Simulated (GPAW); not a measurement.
**Core-hole calculation of the Na K edge in NaPdO2 (C2/m)**

What does one-electron theory with a core hole give for the Na K edge of NaPdO2 (C2/m)?

Calculated with GPAW 26.7.0; X-ray absorption from dipole matrix elements to empty bands, plane-wave PAW LDA.

Report form: the programs' logs are mostly left out.

### 1. The starting structure

The structure is monoclinic, space group C2/m (No. 12). Conventional cell: a = 5.966 Å, b = 3.088 Å, c = 5.750 Å, α = 90.00°, β = 113.59°, γ = 90.00°. Nearest to Pd lie 6 O at 2.06 to 2.45 Å. Nearest to Na lie 6 O at 2.40 to 2.47 Å. Nearest to O lie 3 Pd at 2.06 to 2.45 Å and 3 Na at 2.40 to 2.47 Å. Farther neighbours and most contacts between anions are not listed.

### 2. The field without a hole

A plain self-consistent run shows whether there is a gap, which decides the set-up of the core-hole run.

scf.py reads:

```python
import numpy as np
from ase import Atoms
from ase.parallel import parprint, paropen
from gpaw import GPAW, PW, FermiDirac, Mixer, MixerDif, setup_paths
from gpaw.test import gen
setup_paths.insert(0, '.')
gen('Na', name='nch1s', xcname='LDA', corehole=(1, 0, 0), write_xml=True)
from gpaw.mpi import world
world.barrier()

atoms = Atoms('PdNaO2',
    cell=[[2.982833, -1.544218, 0],
     [2.982833, 1.544218, 0],
     [-2.301581, 0, 5.269447]],
    scaled_positions=[[0, 0, 0],
     [0.5, 0.5, 0.5],
     [0.284536, 0.284536, 0.788734],
     [0.715464, 0.715464, 0.211266]],
    pbc=True)
atoms.calc = calc = GPAW(legacy_gpaw=True, mode=PW(500), xc='LDA', setups={1: 'nch1s'},
    kpts={'size': (9, 9, 5), 'gamma': True}, occupations=FermiDirac(0.05),
    charge=0, mixer=Mixer(0.1, 5, 50), maxiter=150,
    convergence={'density': 0.0001}, txt='scf.txt')
energy = atoms.get_potential_energy() + calc.get_reference_energy()
ef = calc.get_fermi_level()
out = dict(energy=energy, fermi=ef, forces=atoms.get_forces().tolist())
parprint(f'all-electron energy {energy:.4f} eV, Fermi level {ef:.4f} eV')
ev = np.array([[calc.get_eigenvalues(k, s) for k in range(len(calc.get_ibz_k_points()))] for s in range(calc.get_number_of_spins())])
out['homo'], out['lumo'], out['counts'] = ev[ev < ef].max(), ev[ev > ef].min(), sorted(set((ev < ef).sum((0, 2)).tolist()))
out['filled'] = (ev[:, 0] < ef).sum(1).tolist()
import json
with paropen('out.json', 'w') as f:
    json.dump(out, f)
```

Command:

```
> OMP_NUM_THREADS=1 mpirun -n 2 gpaw python scf.py
```

Run time: 80 s. Hardware: 2 MPI ranks of Arm Neoverse N1, shared host; peak memory 0.23 GiB; 2.7 min of CPU time.

The mesh shows no gap, so the system is treated as a metal and the core electron is put at the Fermi level (neutral cell).

### 3. Spectrum without a core hole, 

Without a hole the spectrum is the empty density of states of the right symmetry on the absorber, weighted by matrix elements. It needs only the small cell and serves as the baseline. The data set with a hole of occupation 0 only carries the core orbital.

xas.py reads:

```python
import numpy as np
from ase import Atoms
from ase.parallel import parprint, paropen
from gpaw import GPAW, PW, FermiDirac, Mixer, MixerDif, setup_paths
from gpaw.test import gen
setup_paths.insert(0, '.')
gen('Na', name='nch1s', xcname='LDA', corehole=(1, 0, 0), write_xml=True)
from gpaw.mpi import world
world.barrier()

atoms = Atoms('PdNaO2',
    cell=[[2.982833, -1.544218, 0],
     [2.982833, 1.544218, 0],
     [-2.301581, 0, 5.269447]],
    scaled_positions=[[0, 0, 0],
     [0.5, 0.5, 0.5],
     [0.284536, 0.284536, 0.788734],
     [0.715464, 0.715464, 0.211266]],
    pbc=True)
atoms.calc = calc = GPAW(legacy_gpaw=True, mode=PW(500), xc='LDA', setups={1: 'nch1s'},
    kpts={'size': (13, 13, 7), 'gamma': True}, occupations=FermiDirac(0.1),
    charge=0, mixer=Mixer(0.1, 5, 50), maxiter=150,
    convergence={'density': 0.0001}, txt='scf.txt')
energy = atoms.get_potential_energy() + calc.get_reference_energy()
ef = calc.get_fermi_level()
out = dict(energy=energy, fermi=ef, forces=atoms.get_forces().tolist())
parprint(f'all-electron energy {energy:.4f} eV, Fermi level {ef:.4f} eV')
ev = np.array([[calc.get_eigenvalues(k, s) for k in range(len(calc.get_ibz_k_points()))] for s in range(calc.get_number_of_spins())])
out['homo'], out['lumo'], out['counts'] = ev[ev < ef].max(), ev[ev > ef].min(), sorted(set((ev < ef).sum((0, 2)).tolist()))
out['filled'] = (ev[:, 0] < ef).sum(1).tolist()

from ase.units import Ha
from gpaw.xas import dipole_matrix_elements
nb = int(calc.get_number_of_electrons() / 2) + 37
top = nb
nscf = calc.fixed_density(kpts={'size': (11, 11, 6), 'gamma': True},
    convergence={'eigenstates': 1.0}, txt='nscf.txt')
nscf.diagonalize_full_hamiltonian(nbands=nb)
cell = atoms.cell.array
ops = [cell.T @ U.T @ np.linalg.inv(cell.T) for U in nscf.wfs.kd.symmetry.op_scc]
E = np.arange(-25, 34, 0.1)
fwhm = np.interp(E, [4, 25], [0.9, 3.5])
Y, X, zero, highest = 0, 0, 1e9, 1e9
for spin in range(nscf.get_number_of_spins()):
    wfs = nscf.wfs
    A = dipole_matrix_elements(wfs.setups[1])
    eps = np.zeros((wfs.kd.nibzkpts, nb))
    d = np.zeros((3, A.shape[1], wfs.kd.nibzkpts, nb), complex)
    for kpt in wfs.kpt_u:
        if kpt.s == spin and 1 in kpt.P_ani:
            eps[kpt.k] = kpt.eps_n * Ha
            d[:, :, kpt.k] = (kpt.weight * wfs.nspins / 2) ** 0.5 * np.inner(A, kpt.P_ani[1])
    world.sum(eps)
    world.sum(d)
    T = np.einsum('amkn,bmkn->abkn', d, d.conj()).real
    T = sum(np.einsum('ai,ijkn,bj->abkn', R, T, R) for R in ops) / len(ops)
    empty = eps > ef
    zero, highest = min(zero, eps[empty].min()), min(highest, eps[:, top - 1].min())
    lines = [(eps, T, empty)] if spin == 0 else lines + [(eps, T, empty)]
for eps, T, empty in lines:
    f = np.einsum('aakn->akn', T).reshape(3, -1)
    x = eps.ravel() - zero
    w = np.interp(x, E, fwhm) / 2.35482
    g = np.exp(-0.5 * ((E[:, None] - x) / w) ** 2) / (w * (2 * np.pi) ** 0.5)
    Y = Y + (f * empty.ravel()) @ g.T
    X = X + (f * ~empty.ravel()) @ g.T
out.update(E=E.round(2).tolist(), xas=Y.tolist(), xes=X.tolist(), zero=zero, valid=highest - zero, nk=len(eps), nb=nb)
for i in range(0, len(E), 10):
    parprint(f'{E[i]:7.2f}', *(f'{v:10.3e}' for v in Y[:, i]))
import json
with paropen('out.json', 'w') as f:
    json.dump(out, f)
```

Command:

```
> OMP_NUM_THREADS=1 mpirun -n 2 gpaw python xas.py
```

Wall time 16 min (2 MPI ranks); peak memory 0.04 GiB.

The run was cut off at its time limit.

The time allowed ran out, so this step gives no result.

### 4. Supercell without a hole, the energy reference

The photon energy needs a difference of total energies, so the cell and mesh of the coming hole run are first run without a hole.

scf.py, as its differences from that of step 2:

```diff
@@ -10,13 +10,21 @@
 
-atoms = Atoms('PdNaO2',
-    cell=[[2.982833, -1.544218, 0],
-     [2.982833, 1.544218, 0],
-     [-2.301581, 0, 5.269447]],
+atoms = Atoms('Pd3Na3O6',
+    cell=[[2.982833, -4.632654, 0],
+     [-2.982833, -4.632654, 0],
+     [2.301581, 0, -5.269447]],
     scaled_positions=[[0, 0, 0],
+     [0.33333333, 0.33333333, 0],
+     [0.66666667, 0.66666667, 0],
      [0.5, 0.5, 0.5],
-     [0.284536, 0.284536, 0.788734],
-     [0.715464, 0.715464, 0.211266]],
+     [0.83333333, 0.83333333, 0.5],
+     [0.16666667, 0.16666667, 0.5],
+     [0.284536, 0.715464, 0.211266],
+     [0.61786933, 0.04879733, 0.211266],
+     [0.95120267, 0.38213067, 0.211266],
+     [0.715464, 0.284536, 0.788734],
+     [0.04879733, 0.61786933, 0.788734],
+     [0.38213067, 0.95120267, 0.788734]],
     pbc=True)
-atoms.calc = calc = GPAW(legacy_gpaw=True, mode=PW(500), xc='LDA', setups={1: 'nch1s'},
-    kpts={'size': (9, 9, 5), 'gamma': True}, occupations=FermiDirac(0.05),
+atoms.calc = calc = GPAW(legacy_gpaw=True, mode=PW(500), xc='LDA', setups={3: 'nch1s'},
+    kpts={'size': (5, 5, 5), 'gamma': True}, occupations=FermiDirac(0.1),
     charge=0, mixer=Mixer(0.1, 5, 50), maxiter=150,
```

Command:

```
> OMP_NUM_THREADS=1 mpirun -n 2 gpaw python scf.py
```

The job ended after 4.1 min (2 MPI ranks; peak memory 0.38 GiB).

Reference energy: -436721.063 eV with the cores included.

### 5. Spectrum with XCH, Na atom 2

The holes are 5.5 Å apart. In GPAW the data set carries the hole's charge, so charge=0 means a charged cell and charge=-1 a neutral one. The excited electron is kept in the cell, where it fills the lowest empty states and screens the hole. After the field has converged, empty bands are computed with the density fixed and the dipole matrix elements are summed.

The absorber has 4 O at 2.40 Å and 2 O at 2.47 Å (distorted octahedral, site symmetry 2/m).

xas.py, as its differences from that of step 3:

```diff
@@ -6,3 +6,3 @@
 setup_paths.insert(0, '.')
-gen('Na', name='nch1s', xcname='LDA', corehole=(1, 0, 0), write_xml=True)
+gen('Na', name='fch1s', xcname='LDA', corehole=(1, 0, 1), write_xml=True)
 from gpaw.mpi import world
@@ -10,14 +10,22 @@
 
-atoms = Atoms('PdNaO2',
-    cell=[[2.982833, -1.544218, 0],
-     [2.982833, 1.544218, 0],
-     [-2.301581, 0, 5.269447]],
+atoms = Atoms('Pd3Na3O6',
+    cell=[[2.982833, -4.632654, 0],
+     [-2.982833, -4.632654, 0],
+     [2.301581, 0, -5.269447]],
     scaled_positions=[[0, 0, 0],
+     [0.33333333, 0.33333333, 0],
+     [0.66666667, 0.66666667, 0],
      [0.5, 0.5, 0.5],
-     [0.284536, 0.284536, 0.788734],
-     [0.715464, 0.715464, 0.211266]],
+     [0.83333333, 0.83333333, 0.5],
+     [0.16666667, 0.16666667, 0.5],
+     [0.284536, 0.715464, 0.211266],
+     [0.61786933, 0.04879733, 0.211266],
+     [0.95120267, 0.38213067, 0.211266],
+     [0.715464, 0.284536, 0.788734],
+     [0.04879733, 0.61786933, 0.788734],
+     [0.38213067, 0.95120267, 0.788734]],
     pbc=True)
-atoms.calc = calc = GPAW(legacy_gpaw=True, mode=PW(500), xc='LDA', setups={1: 'nch1s'},
-    kpts={'size': (13, 13, 7), 'gamma': True}, occupations=FermiDirac(0.1),
-    charge=0, mixer=Mixer(0.1, 5, 50), maxiter=150,
+atoms.calc = calc = GPAW(legacy_gpaw=True, mode=PW(500), xc='LDA', setups={3: 'fch1s'},
+    kpts={'size': (5, 5, 5), 'gamma': True}, occupations=FermiDirac(0.1),
+    charge=-1, mixer=Mixer(0.1, 5, 50), maxiter=150,
     convergence={'density': 0.0001}, txt='scf.txt')
@@ -33,10 +41,9 @@
 from gpaw.xas import dipole_matrix_elements
-nb = int(calc.get_number_of_electrons() / 2) + 37
-top = nb
-nscf = calc.fixed_density(kpts={'size': (11, 11, 6), 'gamma': True},
-    convergence={'eigenstates': 1.0}, txt='nscf.txt')
-nscf.diagonalize_full_hamiltonian(nbands=nb)
+nb = int(calc.get_number_of_electrons() / 2) + 105
+top, nb = nb, nb + 8 + nb // 12
+nscf = calc.fixed_density(kpts={'size': (7, 7, 6), 'gamma': True}, nbands=nb,
+    convergence={'bands': top, 'eigenstates': 1e-5}, maxiter=60, txt='nscf.txt')
 cell = atoms.cell.array
 ops = [cell.T @ U.T @ np.linalg.inv(cell.T) for U in nscf.wfs.kd.symmetry.op_scc]
-E = np.arange(-25, 34, 0.1)
+E = np.arange(-6, 34, 0.1)
 fwhm = np.interp(E, [4, 25], [0.9, 3.5])
@@ -45,3 +52,3 @@
     wfs = nscf.wfs
-    A = dipole_matrix_elements(wfs.setups[1])
+    A = dipole_matrix_elements(wfs.setups[3])
     eps = np.zeros((wfs.kd.nibzkpts, nb))
@@ -49,5 +56,5 @@
     for kpt in wfs.kpt_u:
-        if kpt.s == spin and 1 in kpt.P_ani:
+        if kpt.s == spin and 3 in kpt.P_ani:
             eps[kpt.k] = kpt.eps_n * Ha
-            d[:, :, kpt.k] = (kpt.weight * wfs.nspins / 2) ** 0.5 * np.inner(A, kpt.P_ani[1])
+            d[:, :, kpt.k] = (kpt.weight * wfs.nspins / 2) ** 0.5 * np.inner(A, kpt.P_ani[3])
     world.sum(eps)
```

Command:

```
> OMP_NUM_THREADS=1 mpirun -n 2 gpaw python xas.py
```

The job ended after 22 min (2 MPI ranks; peak memory 1.1 GiB).

The Na K spectrum, Na atom 2, excited-electron core hole (neutral cell) (energy from the lowest empty level; intensity scaled to a mean of 1 over the first 20 eV; polarised curves are means over the symmetry-equivalent atoms):

```
E (eV)  isotropic  ε ∥ x  ε ∥ y  ε ∥ z
  -2.0       0.00   0.00   0.00   0.00
  -1.5       0.00   0.00   0.00   0.00
  -1.0       0.00   0.00   0.00   0.00
  -0.5       0.01   0.02   0.01   0.01
   0.0       0.08   0.08   0.08   0.07
   0.5       0.23   0.15   0.29   0.24
   1.0       0.24   0.14   0.34   0.25
   1.5       0.08   0.04   0.12   0.07
   2.0       0.02   0.02   0.03   0.02
   2.5       0.04   0.04   0.04   0.04
   3.0       0.07   0.07   0.07   0.06
   3.5       0.10   0.10   0.11   0.08
   4.0       0.26   0.23   0.39   0.17
   4.5       0.96   0.98   1.40   0.50
   5.0       1.89   2.19   2.49   1.00
   5.5       2.28   2.62   2.81   1.42
   6.0       2.08   2.13   2.34   1.76
   6.5       1.47   1.32   1.40   1.70
   7.0       0.94   0.85   0.76   1.22
   7.5       0.88   0.95   0.77   0.92
   8.0       1.11   1.24   1.08   1.01
   8.5       1.43   1.45   1.31   1.52
   9.0       1.71   1.53   1.36   2.24
   9.5       1.86   1.54   1.32   2.72
  10.0       1.84   1.55   1.26   2.70
  10.5       1.68   1.59   1.20   2.25
  11.0       1.52   1.71   1.16   1.70
  11.5       1.48   1.88   1.21   1.35
  12.0       1.56   2.00   1.36   1.31
  12.5       1.64   1.93   1.52   1.47
  13.0       1.66   1.67   1.62   1.69
  13.5       1.60   1.34   1.61   1.85
  14.0       1.47   1.06   1.51   1.83
  14.5       1.28   0.87   1.38   1.59
  15.0       1.06   0.75   1.22   1.20
  15.5       0.85   0.67   1.05   0.82
  16.0       0.68   0.61   0.86   0.57
  16.5       0.58   0.57   0.71   0.44
  17.0       0.52   0.55   0.60   0.40
  17.5       0.50   0.56   0.53   0.40
  18.0       0.49   0.58   0.49   0.40
  18.5       0.49   0.62   0.46   0.40
  19.0       0.50   0.67   0.45   0.38
  19.5       0.52   0.72   0.47   0.37
  20.0       0.54   0.75   0.53   0.35
  20.5       0.58   0.77   0.61   0.34
  21.0       0.61   0.77   0.71   0.34
  21.5       0.63   0.73   0.81   0.35
  22.0       0.64   0.68   0.87   0.36
  22.5       0.62   0.61   0.90   0.36
  23.0       0.60   0.54   0.89   0.37
  23.5       0.56   0.47   0.85   0.37
  24.0       0.53   0.41   0.79   0.37
  24.5       0.49   0.37   0.73   0.38
  25.0       0.47   0.34   0.66   0.40
  25.5       0.44   0.32   0.59   0.42
  26.0       0.42   0.30   0.52   0.44
  26.5       0.41   0.29   0.46   0.46
  27.0       0.40   0.28   0.41   0.49
  27.5       0.39   0.28   0.37   0.52
  28.0       0.39   0.29   0.34   0.55
  28.5       0.40   0.30   0.32   0.58
  29.0       0.42   0.33   0.31   0.62
  29.5       0.44   0.36   0.30   0.65
  30.0       0.46   0.39   0.30   0.69
  30.5       0.48   0.42   0.30   0.71
  31.0       0.50   0.46   0.31   0.72
  31.5       0.51   0.49   0.32   0.73
  32.0       0.53   0.52   0.34   0.72
```

Main maxima below 24 eV (height): 0.8 eV (0.27), 5.5 eV (2.28), 9.7 eV (1.87), 12.9 eV (1.67) and 21.9 eV (0.64). A K edge sees empty p states on the absorber.

The total-energy difference is 1074.48 eV. One term is added: -11.92 eV, since the hole is spin-paired here and a spin-polarised one costs that much less in the free atom (computed apart). The photon energy is then 1062.56 eV. The tabulated edge of the element is 1070.8 eV. The functional leaves an error in such absolute values: in the free atom LDA prices this hole 5.9 eV below PBE (computed apart), and PBE is itself good to a few eV.

### 6. Outcome

| Property | Result |
| --- | --- |
| absorber and edge | Na K, atom 2 of the ground-state input (counted from 1) |
| surroundings | 4 O at 2.40 Å and 2 O at 2.47 Å (distorted octahedral, site symmetry 2/m) |
| highest intensity below 16 eV | 5.5 eV above the zero, height 2.28 |
| photon energy of the zero, with the added terms | 1062.6 eV (raw 1074.5 eV; LDA puts this hole about 6 eV below PBE, itself good to a few eV) |

What this shows: The Na K edge of atom 2, with 4 O at 2.40 Å and 2 O at 2.47 Å (distorted octahedral, site symmetry 2/m), has its highest intensity of the first 16 eV at 5.5 eV above the zero, near 1068 eV in photon energy (LDA puts this hole about 6 eV below PBE, itself good to a few eV), 2.3 times the mean level of the first 20 eV (Gaussian full width 0.9 eV up to 4 eV, rising linearly to 3.5 eV at 25 eV). At the Na K edge of atom 2 polarisation matters most near 5.2 eV, where the curves differ by 1.5 on this scale. The primitive cell holds an odd number of electrons, so a spin-paired run has to come out metallic; that is right for a metal, but some such compounds are magnetic or distorted insulators. The holes are only 5.5 Å apart, so the shape is probably not converged with cell size; no larger cell was run here. The structure is a computed Materials Project entry and may be a hypothetical form.

[Logs are printed without paths, hosts, clocks, repeated set-up lines and the standing remarks that a program may print on its own settings, such as how far it seeks lower states.]

[Hosts, paths, dates, database ids (printed as entryN), source tags and the programs' standing remarks are cut or masked in the printed files.]

[Lists of maxima count a maximum above −3 eV only where it reaches 4 % of the highest in the window and stands out from its surroundings by 2 % of it (1.5 % where it reaches 55 %); shoulders and weaker maxima are passed over, and of the rest the first, up to two pre-edge ones and the few strongest are named.]
